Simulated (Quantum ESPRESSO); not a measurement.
## Fixed-spin-moment curve of SrVO3

Aim: the energy of SrVO3 as a function of the total spin moment of its primitive cell.

Calculated with Quantum ESPRESSO 7.5; PBE with U = 2.56 eV on V d (ortho-atomic projectors); plane waves with GBRV 1.5 PBE potentials, no spin-orbit coupling.

### Step 1. Starting point

Symmetry: Pm-3m, No. 221, cubic system. The conventional cell has a = 3.841 Å, b = 3.841 Å, c = 3.841 Å, α = 90.00°, β = 90.00°, γ = 90.00°. Sr has 12 O at 2.72 Å nearest. Nearest to V lie 6 O at 1.92 Å. O has 2 V at 1.92 Å and 4 Sr at 2.72 Å nearest. Farther neighbours and most contacts between anions are not listed.

The cell comes from the Crystallography Open Database.

The settings of this session are cheaper than careful work needs (see the inputs), so it shows what such settings give, not the properties of the crystal.

### Step 2. The free run

pw.in reads:

```
&CONTROL
  calculation = 'scf'
  prefix = 'pwscf'
  outdir = './tmp'
  pseudo_dir = './pseudo'
  disk_io = 'nowf'
  tprnfor = .true.
  tstress = .true.
/
&SYSTEM
  ibrav = 0
  celldm(1) = 8
  nat = 5
  ntyp = 3
  ecutwfc = 24
  ecutrho = 168
  nbnd = 31
  occupations = 'smearing'
  smearing = 'fd'
  degauss = 0.00734986
  nspin = 2
  starting_magnetization(1) = 0
  starting_magnetization(2) = 0.1538
  starting_magnetization(3) = 0
/
&ELECTRONS
  conv_thr = 1d-08
  electron_maxstep = 150
  mixing_beta = 0.3
  mixing_ndim = 4
/
ATOMIC_SPECIES
Sr     87.6200 sr_pbe_v1.uspp.F.UPF
V      50.9415 v_pbe_v1.4.uspp.F.UPF
O      15.9990 o_pbe_v1.2.uspp.F.UPF
CELL_PARAMETERS alat
   0.9072811340094    0.0000000000000    0.0000000000000
   0.0000000000000    0.9072811340094    0.0000000000000
   0.0000000000000    0.0000000000000    0.9072811340094
ATOMIC_POSITIONS crystal
Sr      0.5000000000    0.5000000000    0.5000000000
V       0.0000000000    0.0000000000    0.0000000000
O       0.5000000000    0.0000000000    0.0000000000
O       0.0000000000    0.5000000000    0.0000000000
O       0.0000000000    0.0000000000    0.5000000000
K_POINTS automatic
6 6 6 0 0 0
HUBBARD {ortho-atomic}
U V-3d 2.5600
```

Command:

```sh
$ OMP_NUM_THREADS=1 mpirun -n 2 pw.x -nk 2 -in pw.in > pw.out
```

Output:

```text
Program PWSCF v.7.5 starts

     Message from routine setup:
     using ibrav=0 with symmetry is DISCOURAGED, use correct ibrav instead

     K-points division:     npool     =       2
     Subspace diagonalization in iterative solution of the eigenvalue problem:

     G-vector sticks info
     --------------------
     sticks:   dense  smooth     PW     G-vecs:    dense   smooth      PW
     Sum         697     405    137                13997     6043    1189

     Using Slab Decomposition

     bravais-lattice index     =            0
     lattice parameter (alat)  =       8.0000  a.u.
     unit-cell volume          =     382.3804 (a.u.)^3
     number of atoms/cell      =            5
     number of atomic types    =            3
     number of electrons       =        41.00
     number of Kohn-Sham states=           31
     kinetic-energy cutoff     =      24.0000  Ry
     charge density cutoff     =     168.0000  Ry
     scf convergence threshold =      1.0E-08
     mixing beta               =       0.3000
     number of iterations used =            4  plain     mixing
     Exchange-correlation= SLA  PW   PBE  PBE
                           (   1   4   3   4   0   0   0)
     Hubbard projectors: ortho-atomic
     Hubbard parameters of DFT+U (Dudarev formulation) in eV:
     U(V-3d) =  2.5600

     Internal variables: lda_plus_u =T, lda_plus_u_kind = 0

     Internal variables: orbital_resolved =F, hub_pot_fix =F, apply_U = F

     celldm(1)=   8.000000  celldm(2)=   0.000000  celldm(3)=   0.000000
     celldm(4)=   0.000000  celldm(5)=   0.000000  celldm(6)=   0.000000

     crystal axes: (cart. coord. in units of alat)
               a(1) = (   0.907281   0.000000   0.000000 )
               a(2) = (   0.000000   0.907281   0.000000 )
               a(3) = (   0.000000   0.000000   0.907281 )

     reciprocal axes: (cart. coord. in units 2 pi/alat)
               b(1) = (  1.102194  0.000000  0.000000 )
               b(2) = (  0.000000  1.102194  0.000000 )
               b(3) = (  0.000000  0.000000  1.102194 )

     PseudoPot. # 1 for Sr read from file:
     sr_pbe_v1.uspp.F.UPF
     Pseudo is Ultrasoft + core correction, Zval = 10.0
     Generated by new atomic code, or converted to UPF format
     Using radial grid of  883 points,  6 beta functions with:
                l(1) =   0
                l(2) =   0
                l(3) =   1
                l(4) =   1
                l(5) =   2
                l(6) =   2
     Q(r) pseudized with  6 coefficients,  rinner =    1.400   1.400   1.400
                                                       1.400   1.400

     PseudoPot. # 2 for V  read from file:
     v_pbe_v1.4.uspp.F.UPF
     Pseudo is Ultrasoft + core correction, Zval = 13.0
     Generated by new atomic code, or converted to UPF format
     Using radial grid of  853 points,  6 beta functions with:
                l(1) =   0
                l(2) =   0
                l(3) =   1
                l(4) =   1
                l(5) =   2
                l(6) =   2
     Q(r) pseudized with  8 coefficients,  rinner =    1.100   1.100   1.100
                                                       1.100   1.100

     PseudoPot. # 3 for O  read from file:
     o_pbe_v1.2.uspp.F.UPF
     Pseudo is Ultrasoft + core correction, Zval =  6.0
     Generated by new atomic code, or converted to UPF format
     Using radial grid of  737 points,  5 beta functions with:
                l(1) =   0
                l(2) =   0
                l(3) =   1
                l(4) =   1
                l(5) =   2
     Q(r) pseudized with  8 coefficients,  rinner =    0.900   0.900   0.900
                                                       0.900   0.900

     atomic species   valence    mass     pseudopotential
     Sr               10.00    87.62000     Sr( 1.00)
     V                13.00    50.94150     V ( 1.00)
     O                 6.00    15.99900     O ( 1.00)

     Starting magnetic structure
     atomic species   magnetization
     Sr              0.000
     V               0.154
     O               0.000

     48 Sym. Ops., with inversion, found

   Cartesian axes

     site n.     atom                  positions (alat units)
         1        Sr     tau(   1) = (   0.4536406   0.4536406   0.4536406  )
         2        V      tau(   2) = (   0.0000000   0.0000000   0.0000000  )
         3        O      tau(   3) = (   0.4536406   0.0000000   0.0000000  )
         4        O      tau(   4) = (   0.0000000   0.4536406   0.0000000  )
         5        O      tau(   5) = (   0.0000000   0.0000000   0.4536406  )

     number of k points=    20  Fermi-Dirac smearing, width (Ry)=  0.0073
                       cart. coord. in units 2pi/alat
        k(    1) = (   0.0000000   0.0000000   0.0000000), wk =   0.0046296
        k(    2) = (   0.0000000   0.0000000   0.1836990), wk =   0.0277778
        k(    3) = (   0.0000000   0.0000000   0.3673981), wk =   0.0277778
        k(    4) = (   0.0000000   0.0000000  -0.5510971), wk =   0.0138889
        k(    5) = (   0.0000000   0.1836990   0.1836990), wk =   0.0555556
        [... 15 further k-points ...]

     Dense  grid:    13997 G-vectors     FFT dimensions: (  30,  30,  30)

     Smooth grid:     6043 G-vectors     FFT dimensions: (  24,  24,  24)

     Check: negative core charge=   -0.000010
     Generating pointlists ...
     new r_m :   0.2646 (alat units)  2.1171 (a.u.) for type    1
     new r_m :   0.1871 (alat units)  1.4970 (a.u.) for type    2
     new r_m :   0.1871 (alat units)  1.4970 (a.u.) for type    3

     Initial potential from superposition of free atoms

     starting charge      40.9651, renormalised to      41.0000

     negative rho (up, down):  3.476E-02 3.433E-02

     STARTING HUBBARD OCCUPATIONS:

     =================== HUBBARD OCCUPATIONS ===================
     ------------------------ ATOM    2 ------------------------
     Tr[ns(  2)] (up, down, total) =   3.00000  0.00000  3.00000
     Atomic magnetic moment for atom   2 =   3.00000
     [... lines left out ...]
     Number of occupied Hubbard levels =    3.0000

     Atomic wfc used for Hubbard projectors are orthogonalized

     Starting wfcs are   35 randomized atomic wfcs

     Self-consistent Calculation

     iteration #  1     ecut=    24.00 Ry     beta= 0.30
     Davidson diagonalization with overlap
     ethr =  1.00E-02,  avg # of iterations =  2.1

     =================== HUBBARD OCCUPATIONS ===================
     ------------------------ ATOM    2 ------------------------
     Tr[ns(  2)] (up, down, total) =   1.68656  0.52889  2.21545
     Atomic magnetic moment for atom   2 =   1.15767
     [... lines left out ...]
     Number of occupied Hubbard levels =    2.2154

     negative rho (up, down):  3.515E-02 3.528E-02

     total energy              =    -311.78277883 Ry
     estimated scf accuracy    <       1.89216789 Ry

     total magnetization       =     1.00 Bohr mag/cell
     absolute magnetization    =     1.29 Bohr mag/cell

     iteration #  2     ecut=    24.00 Ry     beta= 0.30
     Davidson diagonalization with overlap
     ethr =  4.62E-03,  avg # of iterations =  2.0

     negative rho (up, down):  3.517E-02 3.579E-02

     total energy              =    -312.11229228 Ry
     estimated scf accuracy    <       0.23694981 Ry

     total magnetization       =     1.00 Bohr mag/cell
     absolute magnetization    =     1.59 Bohr mag/cell

     iteration #  3     ecut=    24.00 Ry     beta= 0.30
     Davidson diagonalization with overlap
     ethr =  5.78E-04,  avg # of iterations =  1.5

     negative rho (up, down):  3.557E-02 3.675E-02

     total energy              =    -312.14191040 Ry
     estimated scf accuracy    <       0.05388462 Ry

     total magnetization       =     1.00 Bohr mag/cell
     absolute magnetization    =     1.40 Bohr mag/cell

     [... further iterations left out ...]

     iteration #  9     ecut=    24.00 Ry     beta= 0.30
     Davidson diagonalization with overlap
     ethr =  8.66E-09,  avg # of iterations =  2.0

     negative rho (up, down):  3.616E-02 3.803E-02

     total energy              =    -312.15182540 Ry
     estimated scf accuracy    <       0.00000037 Ry

     total magnetization       =     1.00 Bohr mag/cell
     absolute magnetization    =     1.40 Bohr mag/cell

     iteration # 10     ecut=    24.00 Ry     beta= 0.30
     Davidson diagonalization with overlap
     ethr =  9.02E-10,  avg # of iterations =  2.0

     negative rho (up, down):  3.616E-02 3.803E-02

     total energy              =    -312.15182785 Ry
     estimated scf accuracy    <       0.00000011 Ry

     total magnetization       =     1.00 Bohr mag/cell
     absolute magnetization    =     1.40 Bohr mag/cell

     iteration # 11     ecut=    24.00 Ry     beta= 0.30
     Davidson diagonalization with overlap
     ethr =  2.69E-10,  avg # of iterations =  1.5

     negative rho (up, down):  3.616E-02 3.803E-02

     total energy              =    -312.15182902 Ry
     estimated scf accuracy    <       0.00000003 Ry

     total magnetization       =     1.00 Bohr mag/cell
     absolute magnetization    =     1.40 Bohr mag/cell

     iteration # 12     ecut=    24.00 Ry     beta= 0.30
     Davidson diagonalization with overlap
     ethr =  7.19E-11,  avg # of iterations =  2.0

     negative rho (up, down):  3.616E-02 3.803E-02

     Magnetic moment per site  (integrated on atomic sphere of radius R)
     atom   1 (R=0.265)  charge=  7.5523  magn= -0.0002
     atom   2 (R=0.187)  charge=  9.5410  magn=  0.9019
     atom   3 (R=0.187)  charge=  5.3556  magn= -0.0589
     atom   4 (R=0.187)  charge=  5.3556  magn= -0.0589
     atom   5 (R=0.187)  charge=  5.3556  magn= -0.0589

     End of self-consistent calculation

     =================== HUBBARD OCCUPATIONS ===================
     ------------------------ ATOM    2 ------------------------
     Tr[ns(  2)] (up, down, total) =   2.25432  1.03887  3.29319
     Atomic magnetic moment for atom   2 =   1.21545
     [... lines left out ...]
     Number of occupied Hubbard levels =    3.2932

     [... lines left out ...]
     the Fermi energy is    12.3466 ev

!    total energy              =    -312.15183017 Ry
     estimated scf accuracy    <          1.7E-09 Ry
     smearing contrib. (-TS)   =      -0.00439637 Ry
     internal energy E=F+TS    =    -312.14743380 Ry

     The total energy is F=E-TS. E is the sum of the following terms:
     one-electron contribution =     -94.42511691 Ry
     hartree contribution      =      70.54520520 Ry
     xc contribution           =     -59.94268505 Ry
     ewald contribution        =    -228.51147797 Ry
     Hubbard energy            =       0.18664094 Ry

     total magnetization       =     1.00 Bohr mag/cell
     absolute magnetization    =     1.40 Bohr mag/cell

     convergence has been achieved in  12 iterations

     negative rho (up, down):  3.616E-02 3.803E-02

     Forces acting on atoms (cartesian axes, Ry/au):

     atom    1 type  1   force =     0.00000000    0.00000000    0.00000000
     atom    2 type  2   force =     0.00000000    0.00000000    0.00000000
     atom    3 type  3   force =     0.00000000    0.00000000    0.00000000
     atom    4 type  3   force =     0.00000000    0.00000000    0.00000000
     atom    5 type  3   force =     0.00000000    0.00000000    0.00000000

     Total force =     0.000000     Total SCF correction =     0.000000

     Computing stress (Cartesian axis) and pressure

     negative rho (up, down):  3.616E-02 3.803E-02
          total   stress  (Ry/bohr**3)                   (kbar)     P=     -635.72
  -0.00432157   0.00000000   0.00000000         -635.72        0.00        0.00
   0.00000000  -0.00432157   0.00000000            0.00     -635.72        0.00
   0.00000000   0.00000000  -0.00432157            0.00        0.00     -635.72

=------------------------------------------------------------------------------=
   JOB DONE.
=------------------------------------------------------------------------------=
```

Elapsed: 27 s, on 2 MPI ranks of Intel Xeon Platinum 8175M at 2.50GHz (Skylake/Cascade Lake), shared host; peak memory 0.19 GiB; 52 s of CPU time.

Spin moment in the atom's sphere by atom:

```
atom  spin moment in the atom's sphere (μB)
 Sr1                                  0.000
  V2                                  0.902
  O3                                 -0.059
  O4                                 -0.059
  O5                                 -0.059
```

Read from the output:

```yaml
smearing_term_ts: 0.05982 eV
pressure: -63.57 GPa
magnetization: 1 μB
absolute_magnetization: 1.403 μB
final_state: ferromagnetic
```

### Step 3. Moment fixed at 0 μB

The two spin channels are filled to separate Fermi energies, so that the total moment meets the target. Half of the up one less the down one is the slope dE/dM.

Changes to pw.in since step 2:

```diff
@@ -16,3 +16,3 @@
   ecutrho = 168
-  nbnd = 31
+  nbnd = 30
   occupations = 'smearing'
@@ -22,4 +22,5 @@
   starting_magnetization(1) = 0
-  starting_magnetization(2) = 0.1538
+  starting_magnetization(2) = 0.0077
   starting_magnetization(3) = 0
+  tot_magnetization = 0
 /
```

Output:

```text
     [... lines left out ...]
Program PWSCF v.7.5 starts
     [... lines left out ...]
     number of atoms/cell      =            5
     [... lines left out ...]
     number of electrons       =        41.00 (up:  20.50, down:  20.50)
     number of Kohn-Sham states=           30
     kinetic-energy cutoff     =      24.0000  Ry
     charge density cutoff     =     168.0000  Ry
     scf convergence threshold =      1.0E-08
     [... lines left out ...]
     48 Sym. Ops., with inversion, found
     [... lines left out ...]
     number of k points=    20  Fermi-Dirac smearing, width (Ry)=  0.0073
     [... lines left out ...]
     iteration # 12     ecut=    24.00 Ry     beta= 0.30
     [... lines left out ...]
     Magnetic moment per site  (integrated on atomic sphere of radius R)
     atom   1 (R=0.265)  charge=  7.5521  magn=  0.0000
     atom   2 (R=0.187)  charge=  9.5353  magn=  0.0000
     atom   3 (R=0.187)  charge=  5.3507  magn= -0.0000
     atom   4 (R=0.187)  charge=  5.3507  magn= -0.0000
     atom   5 (R=0.187)  charge=  5.3507  magn= -0.0000
     [... lines left out ...]
     Tr[ns(  2)] (up, down, total) =   1.66747  1.66745  3.33492
     [... lines left out ...]
     the spin up/dw Fermi energies are    12.6195   12.6196 ev
!    total energy              =    -312.13787864 Ry
     estimated scf accuracy    <          1.4E-09 Ry
     smearing contrib. (-TS)   =      -0.00478007 Ry
     [... lines left out ...]
     total magnetization       =     0.00 Bohr mag/cell
     absolute magnetization    =     0.00 Bohr mag/cell
     convergence has been achieved in  12 iterations
     [... lines left out ...]
     Total force =     0.000000     Total SCF correction =     0.000000
     [... lines left out ...]
          total   stress  (Ry/bohr**3)                   (kbar)     P=     -659.84
     [... lines left out ...]
```

The job ended after 26 s (2 MPI ranks; peak memory 0.19 GiB; 52 s of CPU time).

Numbers from this step:

* magnetization: 0 μB
* absolute magnetization: 0 μB
* half the difference of the two Fermi energies: 0 meV
* largest moment: 0 μB

### Step 4. Moment fixed at 0.16 μB

Changes to pw.in since step 3:

```diff
@@ -22,5 +22,5 @@
   starting_magnetization(1) = 0
-  starting_magnetization(2) = 0.0077
+  starting_magnetization(2) = 0.0123
   starting_magnetization(3) = 0
-  tot_magnetization = 0
+  tot_magnetization = 0.16
 /
```

Output:

```text
     [... lines left out ...]
Program PWSCF v.7.5 starts
     [... lines left out ...]
     number of atoms/cell      =            5
     [... lines left out ...]
     number of electrons       =        41.00 (up:  20.58, down:  20.42)
     number of Kohn-Sham states=           30
     kinetic-energy cutoff     =      24.0000  Ry
     charge density cutoff     =     168.0000  Ry
     scf convergence threshold =      1.0E-08
     [... lines left out ...]
     48 Sym. Ops., with inversion, found
     [... lines left out ...]
     number of k points=    20  Fermi-Dirac smearing, width (Ry)=  0.0073
     [... lines left out ...]
     iteration # 11     ecut=    24.00 Ry     beta= 0.30
     [... lines left out ...]
     Magnetic moment per site  (integrated on atomic sphere of radius R)
     atom   1 (R=0.265)  charge=  7.5521  magn= -0.0002
     atom   2 (R=0.187)  charge=  9.5354  magn=  0.1475
     atom   3 (R=0.187)  charge=  5.3508  magn= -0.0108
     atom   4 (R=0.187)  charge=  5.3508  magn= -0.0108
     atom   5 (R=0.187)  charge=  5.3508  magn= -0.0108
     [... lines left out ...]
     Tr[ns(  2)] (up, down, total) =   1.76705  1.56703  3.33408
     [... lines left out ...]
     the spin up/dw Fermi energies are    12.5399   12.7063 ev
!    total energy              =    -312.13836969 Ry
     estimated scf accuracy    <          6.2E-09 Ry
     smearing contrib. (-TS)   =      -0.00465985 Ry
     [... lines left out ...]
     total magnetization       =     0.16 Bohr mag/cell
     absolute magnetization    =     0.23 Bohr mag/cell
     convergence has been achieved in  11 iterations
     [... lines left out ...]
     Total force =     0.000000     Total SCF correction =     0.000000
     [... lines left out ...]
          total   stress  (Ry/bohr**3)                   (kbar)     P=     -659.40
     [... lines left out ...]
```

The job ended after 24 s (2 MPI ranks; peak memory 0.19 GiB; 48 s of CPU time).

Spin moment in the atom's sphere by atom:

```
atom  spin moment in the atom's sphere (μB)
 Sr1                                  0.000
  V2                                  0.147
  O3                                 -0.011
  O4                                 -0.011
  O5                                 -0.011
```

Read from the output:

- magnetization: 0.16 μB
- absolute magnetization: 0.234 μB
- half the difference of the two Fermi energies: -83.2 meV

(Part 1 of 2 ends here.)

[Logs and program files are shortened in this print: banners, set-up blocks, solver, clock and traceback lines can be left out without a mark of their own.]

[Logs are printed without paths, hosts, clocks, repeated set-up lines and the standing remarks that a program may print on its own settings, such as how far it seeks lower states.]

[Hosts, paths, dates, database ids (printed as entryN), source tags and the programs' standing remarks are cut or masked in the printed files.]

[Where a cell is said to come from a database of computed structures, the database is the Materials Project.]
